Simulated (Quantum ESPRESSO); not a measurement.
# Dipole at the next field: honeycomb InP, 1 layer

**Set-up.** Quantum ESPRESSO 7.5, RPBE, GBRV ultrasoft, PBE files; sawtooth field along the normal with dipole correction, ions clamped, threshold 1e-9 Ry; cell area 15.425 Å².

```
field (V/Å)  dipole (e Å a cell)
          0              0.09034
        0.1              0.11778
        0.2              0.14511
```

**Question.** What is the dipole at −0.2 V/Å, and what electrostatic thickness 4πα/A follows from the rows?

By hand: The slope is (0.14511 − (0.09034))/0.2 = 0.2738 e Å²/V, so 4πα/A = 180.95 × 0.2738/15.425 = 3.21 Å. Linear response gives p = 0.09034 + 0.2738 × (−0.2) = 0.03557 e Å; a parabola through the three rows gives 0.03513.

What the calculation gave: p = 0.03525 e Å. The line misses by 0.6 % of the induced dipole and the parabola by 0.2 %. The response is linear over this range.

**Limits.** Electrons alone respond; local and semilocal functionals tend to overscreen.

[Logs are printed without paths, hosts, clocks, repeated set-up lines and the standing remarks that a program may print on its own settings, such as how far it seeks lower states.]
